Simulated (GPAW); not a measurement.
**A Li chain with a Pd atom on top of one atom: transmission at several levels**

Wanted: the zero-bias transmission of a Li chain with a Pd atom on top of one atom on a ladder of levels, with run times.

Program: GPAW 26.7.0. Level of theory: GPAW LCAO, PAW setups; Landauer transmission from Green's functions with principal layers (ASE), zero bias. Results are calculated unless marked as measured.

This is a report of a sequence of runs, with most program output left out.

## (1) The starting structure

The cell holds 12 atoms: 11 Li and 1 Pd. Its edges and angles: a = 9.000 Å, b = 9.000 Å, c = 32.450 Å, α = 90.0°, β = 90.0°, γ = 90.0°. Regions: left lead, 5 atoms (5 Li); channel, 2 atoms (1 Li and 1 Pd); right lead, 5 atoms (5 Li). Vacuum lies along a and b. The structure is stacked along c, and the current runs across the ab planes.

## (2) GPAW, dzp

Localised orbitals split the wire into layers that couple to their neighbours alone, which is what the Green's function method needs; double zeta with polarisation is the usual level for numbers.

run.py

```python
import json
import numpy as np
from ase import Atoms
from ase.transport.calculators import TransportCalculator
from gpaw import GPAW, FermiDirac
from gpaw.lcao.tools import get_lcao_hamiltonian
from scipy.linalg import eigh

# The junction with lead layers at both ends, along the third cell vector
device = Atoms(
    ['Li', 'Li', 'Li', 'Li', 'Li', 'Li', 'Pd', 'Li', 'Li', 'Li', 'Li', 'Li'],
    positions=[
        [4.50000, 4.50000, 1.47500],
        [4.50000, 4.50000, 4.42500],
        [4.50000, 4.50000, 7.37500],
        [4.50000, 4.50000, 10.32500],
        [4.50000, 4.50000, 13.27500],
        [4.50000, 4.50000, 16.22500],
        [7.01520, 4.50000, 16.22500],
        [4.50000, 4.50000, 19.17500],
        [4.50000, 4.50000, 22.12500],
        [4.50000, 4.50000, 25.07500],
        [4.50000, 4.50000, 28.02500],
        [4.50000, 4.50000, 30.97500]],
    cell=[[9.0, 0.0, 0.0], [0.0, 9.0, 0.0], [0.0, 0.0, 32.45]],
    pbc=True)

# One principal layer of the lead: the first 3 atoms of the device
lead = Atoms(
    ['Li', 'Li', 'Li'],
    positions=[
        [4.50000, 4.50000, 1.47500],
        [4.50000, 4.50000, 4.42500],
        [4.50000, 4.50000, 7.37500]],
    cell=[[9.0, 0.0, 0.0], [0.0, 9.0, 0.0], [0.0, 0.0, 8.85]],
    pbc=True)

settings = dict(mode='lcao', basis='dzp', xc='PBE', h=0.2,
                occupations=FermiDirac(0.1), maxiter=250,
                mixer=dict(beta=0.1, nmaxold=8, weight=100.0),
                convergence=dict(density=0.0001))
energies = np.arange(-3, 3 + 1e-9, 0.075)
eta = 0.0001
n1, n2 = 1, 1
# k and -k transmit alike, so half of the mesh across the current serves
mesh = [(i, j) for i in range(n1) for j in range(n2) if (i, j) <= (-i % n1, -j % n2)]
weights = np.array([1 if (i, j) == (-i % n1, -j % n2) else 2 for i, j in mesh]) / (n1 * n2)

# [... helper functions left out ...]
fermi_lead = ground_state(lead, (1, 1, 13), 'lead.txt')
fermi_device = ground_state(device, (1, 1, 3), 'device.txt')
# [... loop over the mesh left out, but for ...]
        # Shift the lead onto the potential of the device's first layer
        shift = ((H[:, 0, 0] - H0[:, 0, 0]) / S0[0, 0]).real.mean()
# [...]
kT = 8.617333e-5 * 300
bias = [0.1, 0.2, 0.5, 1.0, 1.5, 2.0]
# [... integrals and printing left out ...]
```

Started as:

```
$ OMP_NUM_THREADS=1 OPENBLAS_NUM_THREADS=1 python run.py
```

Run time: 61 s. Hardware: 1 thread of Arm Neoverse N1, shared host; peak memory 0.99 GiB.

Numbers from this step:

- conductance: 0.7319 G₀
- largest coupling past the next principal layer: 1.28e-8 eV
- largest misfit of the first principal layer: 0.01559 eV
- shift that aligns the lead: 1.06e-4 eV
- basis functions of the junction: 82
- basis functions of a principal layer: 15
- transmission at the Fermi level (one spin): 0.7324

One spin. The transmission, zone mean by energy, zero at the Fermi level:

```csv
energy (eV),"transmission, zone mean"
-3.0000,0
-2.7750,0
-2.4750,0
-2.2500,0
-2.0250,0
-1.7250,0
-1.5000,0
-1.2750,0
-0.9750,0
-0.7500,0.0717
-0.6750,0.989
-0.5250,0.555
-0.3000,0.818
-0.2250,0.752
0.0000,0.732
0.2250,0.708
0.5250,0.649
0.7500,0.518
0.9750,0.00498
1.2750,0.950
1.5000,0.985
1.7250,0.973
2.0250,0.852
2.2500,0.377
2.4750,8.4e-10
2.7750,1.3e-11
3.0000,0
```

Not self-consistent under bias; the bias window is split evenly. The current through one cell, from the zero-bias transmission by bias:

```csv
bias (V),"current through one cell, from the zero-bias transmission (μA)"
0.100,5.67
0.200,11.3
0.500,28.3
1.000,50.9
1.500,73.2
2.000,78.6
```

Table of transmission of the three most open eigenchannels by energy, zero at the Fermi level:

```csv
energy (eV),channel 1,channel 2 = channel 3
-3.00,0,0
-2.77,0,0
-2.55,0,0
-2.40,0,0
-2.17,0,0
-1.95,0,0
-1.73,0,0
-1.57,0,0
-1.35,0,0
-1.12,0,0
-0.90,0,0
-0.75,0.0717,0
-0.53,0.555,0
-0.30,0.818,0
-0.07,0.736,0
0.00,0.732,0
0.07,0.727,0
0.30,0.696,0
0.53,0.649,0
0.75,0.518,0
0.90,0.213,0
1.12,0.693,0
1.35,0.974,0
1.57,0.984,0
1.73,0.973,0
1.95,0.905,0
2.17,0.625,0
2.40,5.5e-9,0
2.55,2.3e-10,0
2.77,1.3e-11,0
3.00,0,0
```

Couplings past the next layer reach 1.3e-8 eV, small enough to drop; the matrix elements of the cell's first layer differ from the bulk lead's by up to 0.016 eV. That layer keeps its own values in the calculation, and only beyond it is the lead taken as perfect. The Fermi levels of lead and junction count from different zeros of potential, one for each periodic cell; with both set to zero, the small remaining shift is what aligns them. By hand: G = 0.7319 × 77.48 μS = 56.7 μS, a resistance of 17.6 kΩ; at 0.1 V a linear junction would pass 5.67 μA, and the integral over the bias window gives 5.67 μA.

## (3) Single-zeta polarised basis

One radial function a shell plus polarisation makes the matrices smaller; the question is what that costs.

Edit run.py of step 2 so:

```diff
@@ -37,3 +37,3 @@
 
-settings = dict(mode='lcao', basis='dzp', xc='PBE', h=0.2,
+settings = dict(mode='lcao', basis='szp(dzp)', xc='PBE', h=0.2,
                 occupations=FermiDirac(0.1), maxiter=250,
```

Run time: 57 s. Hardware: 1 thread; peak memory 0.98 GiB.

This step gave:

```
conductance                                    : 0.7360 G₀
largest coupling past the next principal layer : 1.26e-8 eV
largest misfit of the first principal layer    : 0.01540 eV
shift that aligns the lead                     : -1.57e-4 eV
basis functions of the junction                : 59
basis functions of a principal layer           : 12
transmission at the Fermi level (one spin)     : 0.7362
```

One spin. Transmission, zone mean against energy, zero at the Fermi level:

```csv
energy (eV),"transmission, zone mean"
-3.0000,0
-2.7750,0
-2.4750,0
-2.2500,0
-2.0250,0
-1.7250,0
-1.5000,0
-1.2750,0
-0.9750,0
-0.7500,0.0607
-0.6750,0.777
-0.5250,0.478
-0.3000,0.801
-0.2250,0.751
0.0000,0.736
0.2250,0.724
0.5250,0.706
0.7500,0.665
0.9750,0.413
1.2750,0.778
1.5000,0.969
1.6500,0.979
1.7250,0.978
2.0250,0.934
2.2500,0.533
2.4750,7.2e-10
2.7750,2.2e-11
3.0000,2.7e-12
```

Not self-consistent under bias; the bias window is split evenly. Current through one cell, from the zero-bias transmission against bias:

```csv
bias (V),"current through one cell, from the zero-bias transmission (μA)"
0.100,5.70
0.200,11.4
0.500,28.5
1.000,53.8
1.500,76.0
2.000,86.7
```

Table of transmission of the three most open eigenchannels by energy, zero at the Fermi level:

```csv
energy (eV),channel 1,channel 2 = channel 3
-3.00,0,0
-2.77,0,0
-2.55,0,0
-2.40,0,0
-2.17,0,0
-1.95,0,0
-1.73,0,0
-1.57,0,0
-1.35,0,0
-1.12,0,0
-0.90,0,0
-0.75,0.0607,0
-0.53,0.478,0
-0.30,0.801,0
-0.07,0.738,0
0.00,0.736,0
0.07,0.733,0
0.30,0.720,0
0.53,0.706,0
0.75,0.665,0
0.90,0.553,0
1.12,0.0152,0
1.35,0.903,0
1.57,0.977,0
1.73,0.978,0
1.95,0.956,0
2.17,0.809,0
2.40,3.7e-9,0
2.55,2.2e-10,0
2.77,2.2e-11,0
3.00,2.7e-12,0
```

The conductance, 0.736 G₀, lies 0.6 % above that of the dzp run.

## (4) Minimal basis

The minimal basis is the cheapest rung: no second zeta and no polarisation.

Edit run.py of step 3 so:

```diff
@@ -37,3 +37,3 @@
 
-settings = dict(mode='lcao', basis='szp(dzp)', xc='PBE', h=0.2,
+settings = dict(mode='lcao', basis='sz(dzp)', xc='PBE', h=0.2,
                 occupations=FermiDirac(0.1), maxiter=250,
```

It took 47 s on 1 thread; peak memory 0.92 GiB.

Numbers from this step:

- conductance: 0.8135 G₀
- largest coupling past the next principal layer: 1.25e-8 eV
- largest misfit of the first principal layer: 0.003683 eV
- shift that aligns the lead: 7.53e-4 eV
- basis functions of the junction: 23
- basis functions of a principal layer: 3
- transmission at the Fermi level (one spin): 0.8147

The conductance, 0.814 G₀, lies 11 % above that of the dzp run.

## (5) LDA in the dzp basis: xc = "LDA"

Back in the dzp basis, the functional changes from PBE to LDA, to set the spread between functionals beside that between bases.

Edit run.py of step 4 so:

```diff
@@ -37,3 +37,3 @@
 
-settings = dict(mode='lcao', basis='sz(dzp)', xc='PBE', h=0.2,
+settings = dict(mode='lcao', basis='dzp', xc='LDA', h=0.2,
                 occupations=FermiDirac(0.1), maxiter=250,
```

Wall time 54 s (1 thread); peak memory 1 GiB.

This step gave:

```
conductance                                    : 0.6850 G₀
largest coupling past the next principal layer : 5.76e-9 eV
largest misfit of the first principal layer    : 0.01517 eV
shift that aligns the lead                     : 8.82e-5 eV
basis functions of the junction                : 82
basis functions of a principal layer           : 15
transmission at the Fermi level (one spin)     : 0.6862
```

The conductance, 0.685 G₀, lies 6.4 % below that of the dzp run.

## (6) All levels side by side

Times are for 1 thread of Arm Neoverse N1, shared host. The runs compared:

```csv
no.,run,conductance (G₀),time,memory (GiB)
1,dzp,0.7319,61 s,0.99
2,szp,0.7360,57 s,0.98
3,sz,0.8135,47 s,0.92
4,dzp LDA,0.6850,54 s,1
```

## (7) The levels side by side

The curves are compared point by point over the common energies.

This step: comparison of transmission and cost over codes and levels (GPAW 26.7.0).

Ladder, by row:

```csv
step,code,T at the Fermi level (sum over the listed spins),conductance (G0),r.m.s. T(E) from the first,wall time (s),peak memory (GiB),threads
dzp,GPAW,0.7324,0.7319,0,61.44,0.99,1
szp,GPAW,0.7362,0.736,0.1313,57.42,0.98,1
sz,GPAW,0.8147,0.8135,0.4023,47.07,0.92,1
dzp-LDA,GPAW,0.6862,0.6851,0.08536,54.22,1,1
```

The transmission, zone mean, sum over the listed spins by energy, zero at the Fermi level:

```csv
energy (eV),dzp,szp,sz,dzp-LDA
-3.00,0,0,0,0
-2.77,0,0,0,0
-2.55,0,0,0,0
-2.25,0,0,0,0
-2.02,0,0,0,0
-1.80,0,0,0,0
-1.57,0,0,0,0
-1.35,0,0,0,0
-1.05,0,0,6.7e-10,0
-0.82,7.7e-10,3.6e-11,0.956,6.9e-11
-0.68,0.989,0.777,0.986,0.984
-0.60,0.646,0.521,0.746,0.561
-0.38,0.163,0.558,0.548,0.252
-0.30,0.818,0.801,0.931,0.753
-0.15,0.740,0.741,0.794,0.687
0.00,0.732,0.736,0.815,0.686
0.15,0.718,0.729,0.819,0.670
0.38,0.683,0.715,0.806,0.621
0.60,0.619,0.697,0.761,0.525
0.82,0.406,0.626,0.604,0.200
1.05,0.251,0.161,0.0748,0.591
1.35,0.974,0.903,0.691,0.983
1.50,0.985,0.969,0.856,0.988
1.57,0.984,0.977,0.892,0.986
1.80,0.959,0.975,0.940,0.952
2.02,0.852,0.934,0.956,0.791
2.25,0.377,0.533,0.959,1.1e-7
2.55,2.3e-10,2.2e-10,0.957,5.9e-11
2.77,1.3e-11,2.2e-11,0.961,4.2e-12
3.00,3.7e-14,2.7e-12,0.728,3.2e-14
```

## (8) Smearing 0.025: width = 0.025

Smearing helps the SCF of a metal converge, but it blurs occupations at band edges near the Fermi level.

This step: GPAW LCAO, PAW setups; Landauer transmission from Green's functions with principal layers (ASE), zero bias (GPAW 26.7.0).

Edit run.py of step 5 so:

```diff
@@ -37,4 +37,4 @@
 
-settings = dict(mode='lcao', basis='dzp', xc='LDA', h=0.2,
-                occupations=FermiDirac(0.1), maxiter=250,
+settings = dict(mode='lcao', basis='dzp', xc='PBE', h=0.2,
+                occupations=FermiDirac(0.025), maxiter=250,
                 mixer=dict(beta=0.1, nmaxold=8, weight=100.0),
```

The job ended after 63 s (1 thread; peak memory 1 GiB).

This step gave:

* conductance: 0.7378 G₀
* largest coupling past the next principal layer: 1.28e-8 eV
* largest misfit of the first principal layer: 0.01710 eV
* shift that aligns the lead: 0.02583 eV
* transmission at the Fermi level (one spin): 0.7548

One spin. Table of transmission, zone mean by energy, zero at the Fermi level:

energy (eV), transmission, zone mean and a bar:
```
  -3.0000      0.000 
  -2.7750      0.000 
  -2.4750      0.000 
  -2.2500      0.000 
  -2.0250      0.000 
  -1.7250      0.000 
  -1.5000      0.000 
  -1.2750      0.000 
  -0.9750      0.000 
  -0.7500      0.891 ###########################
  -0.5250      0.992 ##############################
  -0.2250      0.625 ###################
  -0.0750      0.803 ########################
   0.0000      0.755 #######################
   0.2250      0.703 #####################
   0.5250      0.663 ####################
   0.7500      0.588 ##################
   0.9750      0.224 #######
   1.2750      0.909 ###########################
   1.5000      0.989 ##############################
   1.5750      0.990 ##############################
   1.7250      0.985 ##############################
   2.0250      0.905 ###########################
   2.2500      0.539 ################
   2.4750      0.000 
   2.7750      0.000 
   3.0000      0.000
```

Not self-consistent under bias; the bias window is split evenly. Table of current through one cell, from the zero-bias transmission by bias:

```csv
bias (V),"current through one cell, from the zero-bias transmission (μA)"
0.100,5.62
0.200,10.5
0.500,22.5
1.000,49.4
1.500,72.1
2.000,80.9
```

Table of transmission of the three most open eigenchannels by energy, zero at the Fermi level:

```csv
energy (eV),channel 1,channel 2 = channel 3
-3.00,0,0
-2.85,0,0
-2.70,0,0
-2.55,0,0
-2.33,0,0
-2.17,0,0
-2.02,0,0
-1.88,0,0
-1.73,0,0
-1.57,0,0
-1.35,0,0
-1.20,0,0
-1.05,0,0
-0.90,0,0
-0.75,0.891,0
-0.60,0.460,0
-0.38,0.683,0
-0.23,0.625,0
-0.07,0.803,0
0.00,0.755,0
0.07,0.733,0
0.23,0.703,0
0.38,0.683,0
0.60,0.650,0
0.75,0.588,0
0.90,0.417,0
1.05,0.00639,0
1.20,0.730,0
1.35,0.965,0
1.57,0.990,0
1.73,0.985,0
1.88,0.964,0
2.02,0.905,0
2.17,0.738,0
2.33,0.130,0
2.55,3.8e-10,0
2.70,4.8e-11,0
2.85,8.6e-12,0
3.00,0,0
```

The conductance, 0.738 G₀, lies 0.8 % above that of the dzp run. One computed point stands apart from its neighbours (T = 0.0290 at -0.15 eV, between 0.625 and 0.803), which enters the thermal average.

## (9) Basis sz(dzp), grid spacing 0.16

A smaller basis is cheaper in every inversion. The real-space grid carries density and potential; a coarse one breaks translation symmetry along the lead and scatters electrons that should pass.

Edit run.py of step 8 so:

```diff
@@ -37,4 +37,4 @@
 
-settings = dict(mode='lcao', basis='dzp', xc='PBE', h=0.2,
-                occupations=FermiDirac(0.025), maxiter=250,
+settings = dict(mode='lcao', basis='sz(dzp)', xc='PBE', h=0.16,
+                occupations=FermiDirac(0.1), maxiter=250,
                 mixer=dict(beta=0.1, nmaxold=8, weight=100.0),
```

The job ended after 95 s (1 thread; peak memory 1.7 GiB).

This step gave:

- conductance: 0.8138 G₀
- largest coupling past the next principal layer: 1.25e-8 eV
- largest misfit of the first principal layer: 0.003724 eV
- shift that aligns the lead: 6.68e-4 eV
- basis functions of the junction: 23
- basis functions of a principal layer: 3
- transmission at the Fermi level (one spin): 0.8149

One spin. Transmission, zone mean against energy, zero at the Fermi level:

energy (eV), transmission, zone mean and a bar:
```
  -3.0000      0.000 
  -2.7750      0.000 
  -2.4750      0.000 
  -2.2500      0.000 
  -2.0250      0.000 
  -1.7250      0.000 
  -1.5000      0.000 
  -1.2750      0.000 
  -0.9750      0.270 ########
  -0.7500      0.992 ##############################
  -0.5250      0.465 ##############
  -0.3000      0.936 ############################
  -0.2250      0.782 ########################
   0.0000      0.815 #########################
   0.2250      0.817 #########################
   0.5250      0.782 ########################
   0.7500      0.682 #####################
   0.9750      0.297 #########
   1.2750      0.509 ###############
   1.5000      0.855 ##########################
   1.7250      0.930 ############################
   2.0250      0.956 #############################
   2.2500      0.959 #############################
   2.4750      0.958 #############################
   2.7750      0.961 #############################
   2.8500      0.978 ##############################
   3.0000      0.727 ######################
```

Not self-consistent under bias; the bias window is split evenly. Table of current through one cell, from the zero-bias transmission by bias:

```csv
bias (V),"current through one cell, from the zero-bias transmission (μA)"
0.100,6.30
0.200,12.6
0.500,31.4
1.000,59.5
1.500,89.0
2.000,112
```

The transmission of the three most open eigenchannels by energy, zero at the Fermi level:

```csv
energy (eV),channel 1,channel 2 = channel 3
-3.00,0,0
-2.85,0,0
-2.70,0,0
-2.55,0,0
-2.33,0,0
-2.17,0,0
-2.02,0,0
-1.88,0,0
-1.73,0,0
-1.57,0,0
-1.35,0,0
-1.20,0,0
-1.05,6.7e-10,0
-0.90,0.743,0
-0.75,0.992,0
-0.60,0.754,0
-0.38,0.550,0
-0.23,0.782,0
-0.07,0.807,0
0.00,0.815,0
0.07,0.819,0
0.23,0.817,0
0.38,0.806,0
0.60,0.761,0
0.75,0.682,0
0.90,0.486,0
1.05,0.0764,0
1.20,0.236,0
1.35,0.690,0
1.57,0.892,0
1.73,0.930,0
1.88,0.947,0
2.02,0.956,0
2.17,0.959,0
2.33,0.959,0
2.55,0.957,0
2.70,0.957,0
2.85,0.978,0
3.00,0.727,0
```

The conductance, 0.814 G₀, lies 11 % above that of the dzp run.

## (10) Outcome

```yaml
conductance: 0.732 G₀
transmission_at_the_fermi_level_mean_of_the_spins: 0.732
thermopower: about 0 (under 1.5 μV/K)
```

In words: In the dzp basis the junction conducts 0.732 G₀ at 300 K, with T = 0.732 a spin at the Fermi level; the szp basis reaches that conductance within 10 %. At the Fermi level one eigenchannel carries the current (0.73). Measured against the first run (dzp), the nearest curve is that of dzp-LDA (r.m.s. 0.085) and the farthest that of sz (0.40). Over the compared runs wall time goes from 47 s (sz) to 61 s (dzp), on a shared host. The geometry was built from estimated bond lengths and not relaxed, so the numbers describe this model structure. The run had no spin polarisation, so a magnetic state, which chains and small molecules with open shells often have, wasn't tested. An evenly spaced straight chain is an idealisation: free chains tend to dimerise, zigzag or, where a band edge lies near the Fermi level, turn magnetic. The currents use the zero-bias T(E) throughout, which holds only while the bias is small against the distance to the nearest feature. The energy step is wider than the thermal energy, so the conductance and thermopower rest on interpolation of T(E).

[Logs are printed without paths, hosts, clocks, repeated set-up lines and the standing remarks that a program may print on its own settings, such as how far it seeks lower states.]

[Hosts, paths, dates, database ids (printed as entryN), source tags and the programs' standing remarks are cut or masked in the printed files.]
